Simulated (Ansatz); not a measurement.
# Bands, cutoff and cost in G0W0 for SiC (F-43m), part 2 of 2

Wanted: a G0W0 gap for SiC (F-43m) that is converged in bands and cutoff, or an estimate of the limit.

Ansatz 0.2.0; G0W0 on PBE, plane waves, PAW. Known limits of the many-body steps: not at the basis limit; coarse k mesh.

So far. Step 4 (132 empty bands, screening to 200 eV): Against the run with 6×6×6 mesh, 61 empty bands, screening to 120 eV, the gap moves by +0.14 eV. Step 5 (Changing the k mesh: 4×4×4 mesh, 61 empty bands …): Against the run with 6×6×6 mesh, 61 empty bands, screening to 120 eV, the gap moves by −0.08 eV, while the start moved by −0.04 eV.

## Step 6: Changing the frequency model: 6×6×6 mesh, 61 empty bands, screening to 120 eV, plasmon pole

A plasmon pole stands in for the full frequency dependence of the screening; this run shows what that costs in accuracy.

Contents of input.yaml:

```yaml
crystal:
  lattice:
    - [0.0, 2.179, 2.179]
    - [2.179, 0.0, 2.179]
    - [2.179, 2.179, 0.0]
  atoms:
    - { symbol: Si, position: [0.0, 0.0, 0.0] }
    - { symbol: C, position: [0.25, 0.25, 0.25] }
kpoints:
  mp_grid: { grid: [6, 6, 6] }
hamiltonian:
  xc: pbe
scf:
  occupations: { method: fixed }
gw:
  n_empty_bands: 61
  ecut_chi: 120
  qp_bands: [v2, c2]
  qp_kpoints: band_edges
  screening: { model: godby_needs }
```

Run with:

```bash
ansatz run input.yaml --threads 2 --pin off --max-ram 92160MiB --backend cuda --events-out ev --progress --plain --runs-dir out --devices 1 --max-vram 13GiB  # rebuilt from the run's record
```

Numbers of over 12 decimals in the logs are rounded to 6 here.

What it wrote:

```text
GPUs: using 1 of 1 available (devices: 1).
[...]
GPU FFT provider: cuFFT
GPU libraries: cuBLAS 13.8.2, cuFFT 12.4.0, cuSOLVER 12.3.4
Crystal: 2 atoms, lattice volume = 20.692 Å³
Basis set: ecut = 420 eV, 411 PW (Γ)
Bands: 8, of which v1, the nominal top of the filled ones, is band 4 counted from 1 (3 counted from 0)
Symmetry: 24 space group operations
[...]
k-points: 16 of 216 (time reversal used)
[...]
1     6     17.3075    -7.8659    -5.2689   -13.8664  0.8038    18.0427    18.0392  root
[...]
12     3      6.2987   -18.5907     3.0927   -14.7968  0.7841     5.5942     5.5974  root
    12     4      6.2987   -18.5907     3.0927   -14.7968  0.7841     5.5942     5.5974  root
    12     5     10.8405    -7.1389    -3.9175   -11.3461  0.8210    11.1306    11.1301  root
    12     6     13.8070    -7.4324    -4.4042   -12.3162  0.8234    14.2877    14.2866  root
[key lines of the parts left out:]
SCF converged after 6 iterations
Free energy (F): -887.146516 eV
Fermi energy:    9.487149 eV
```

The job ended after 10 s (1 × NVIDIA H100 80GB HBM3 (shared by 6 runs) with 2 threads of AMD EPYC 7R13 (Zen 3), shared host; peak memory 0.99 GiB; 6.7 s of CPU time).

This step gave:

```
bands summed                                 : 65
plasmon-pole fit frequency                   : 23.09 eV
RPA ε∞ on this mesh (eigenvalues)            : 7.148, 7.148, 7.148
plane waves in the screening matrix          : 59
G0W0 gap on the mesh                         : 2.057 eV
k of the valence top                         : 0, 0, 0
k of the conduction bottom                   : 0, -0.5, -0.5
starting gap on the mesh                     : 1.353 eV
least direct G0W0 gap on the computed points : 5.533 eV
```

Against the run with 6×6×6 mesh, 61 empty bands, screening to 120 eV, the gap moves by −0.04 eV.

## Step 7: Changing the files: 6×6×6 mesh, 61 empty bands, screening to 120 eV, hard PAW files

Other atomic data (hard PAW) test the pseudisation: the cutoff goes from 420 to 820 eV, with the same valence electrons.

input.yaml, as its differences from that of step 6:

```diff
@@ -12,2 +12,3 @@
   xc: pbe
+  pseudopotentials: { kind: paw, source: ansatz }
 scf:
@@ -19,2 +20,2 @@
   qp_kpoints: band_edges
-  screening: { model: godby_needs }
+  screening: { model: contour_deformation }
```

What it wrote:

```text
GPUs: using 1 of 1 available (devices: 1).
[...]
GPU FFT provider: cuFFT
GPU libraries: cuBLAS 13.8.2, cuFFT 12.4.0, cuSOLVER 12.3.4
Crystal: 2 atoms, lattice volume = 20.692 Å³
Basis set: ecut = 820 eV, 1067 PW (Γ)
Bands: 8, of which v1, the nominal top of the filled ones, is band 4 counted from 1 (3 counted from 0)
Symmetry: 24 space group operations
[...]
k-points: 16 of 216 (time reversal used)
[...]
1     6     17.3280    -7.8378    -5.3490   -13.8603  0.7915    18.0058    18.0014  root
[...]
12     3      6.3208   -18.5998     3.0589   -14.7983  0.7703     5.5717     5.5782  root
    12     4      6.3208   -18.5998     3.0589   -14.7983  0.7703     5.5717     5.5782  root
    12     5     10.8665    -7.0387    -3.9605   -11.3077  0.8177    11.1755    11.1750  root
    12     6     13.8291    -7.3493    -4.4468   -12.2899  0.8200    14.3245    14.3229  root
[key lines of the parts left out:]
SCF converged after 7 iterations
Free energy (F): -887.060671 eV
Fermi energy:    9.514053 eV
```

Wall time 6.4 s (1 × NVIDIA H100 80GB HBM3 (shared by 6 runs) with 2 threads); peak memory 0.99 GiB.

Numbers from this step:

```yaml
bands_summed: 65
rpa_eps_infinity_on_this_mesh_eigenvalues: 7.151, 7.151, 7.151
plane_waves_in_the_screening_matrix: 59
g0w0_gap_on_the_mesh: 2.109 eV
k_of_the_valence_top: 0, 0, 0
k_of_the_conduction_bottom: 0, -0.5, -0.5
starting_gap_on_the_mesh: 1.352 eV
least_direct_g0w0_gap_on_the_computed_points: 5.597 eV
```

Against the run with 6×6×6 mesh, 61 empty bands, screening to 120 eV, the gap moves by +0.007 eV.

## Step 8: Side by side

Times are wall times on 1 × NVIDIA H100 80GB HBM3 (shared by 6 runs) with 2 threads of AMD EPYC 7R13 (Zen 3), shared host, good to a factor of about two.

| mesh | files | frequency | bands summed | cutoff (eV) | start (eV) | G0W0 (eV) | time | host memory (GiB) |
| --- | --- | --- | --- | --- | --- | --- | --- | --- |
| 6×6×6 | default PAW | contour deformation | 25 | 60 | 1.353 | 1.823 | 7.8 s | 0.98 |
| 6×6×6 | default PAW | contour deformation | 65 | 120 | 1.353 | 2.102 | 5.8 s | 0.99 |
| 6×6×6 | default PAW | contour deformation | 136 | 200 | 1.353 | 2.244 | 6.5 s | 1.0 |
| 4×4×4 | default PAW | contour deformation | 65 | 120 | 1.312 | 2.020 | 3.9 s | 0.98 |
| 6×6×6 | default PAW | plasmon pole | 65 | 120 | 1.353 | 2.057 | 10 s | 0.99 |
| 6×6×6 | hard PAW | contour deformation | 65 | 120 | 1.352 | 2.109 | 6.4 s | 0.99 |

How the two edges are built up, in eV (the quasiparticle level is the starting level plus Σx plus Σc less Vxc):

| run | edge | start | Σx | Σc | Vxc | Z | QP |
| --- | --- | --- | --- | --- | --- | --- | --- |
| 25 bands | valence top | 9.49 | -18.35 | 2.70 | -15.73 | 0.80 | 9.56 |
| 25 bands | conduction bottom | 10.84 | -7.14 | -3.66 | -11.35 | 0.82 | 11.39 |
| 65 bands | valence top | 9.49 | -18.35 | 2.14 | -15.73 | 0.79 | 9.01 |
| 65 bands | conduction bottom | 10.84 | -7.14 | -3.94 | -11.35 | 0.82 | 11.11 |
| 136 bands | valence top | 9.49 | -18.35 | 1.89 | -15.73 | 0.79 | 8.75 |
| 136 bands | conduction bottom | 10.84 | -7.14 | -4.05 | -11.35 | 0.82 | 10.99 |

## Step 9: Results

```yaml
25_bands_60_ev: 1.823 eV
65_bands_120_ev: 2.102 eV
136_bands_200_ev: 2.244 eV
estimated_limit_in_bands_and_cutoff: 2.37 eV
mesh_and_start: 6×6×6, PBE
```

**Reading.** A line in one over the bands through the two highest rungs gives 2.37 eV, +0.13 eV from the top rung; the pair below gives 2.28 eV, so the estimate is still climbing. The rungs stand 0.55 eV (25 bands), 0.27 eV (65 bands) and 0.13 eV (136 bands) from it. From 25 to 136 bands the gap moves by +0.42 eV. Σc changes by −0.81 eV at the valence top and −0.39 eV at the conduction bottom, so the valence edge carries most of the change. On the 4×4×4 mesh in place of 6×6×6 the gap differs by −0.08 eV, of which −0.04 eV is already in the start. The plasmon-pole model gives −0.04 eV against contour deformation, 6 % of the correction (the least direct gap moves by −0.01 eV), and saved no time in this program. Hard PAW files move the gap by +0.01 eV at equal bands and cutoff, −0.001 eV of it in the start.

[Paths, hosts, dates, memory and timing lines, banners, echoed tables and standing remarks are left out of the program output.]

[Logs are printed without paths, hosts, clocks, repeated set-up lines and the standing remarks that a program may print on its own settings, such as how far it seeks lower states.]

[Runs of the session that timed out or met a known fault of the program may be left out.]

[Cells called generated may have been cut or substituted from an entry of the Crystallography Open Database or the Materials Project.]

[Hosts, paths, dates, database ids (printed as entryN), source tags and the programs' standing remarks are cut or masked in the printed files.]
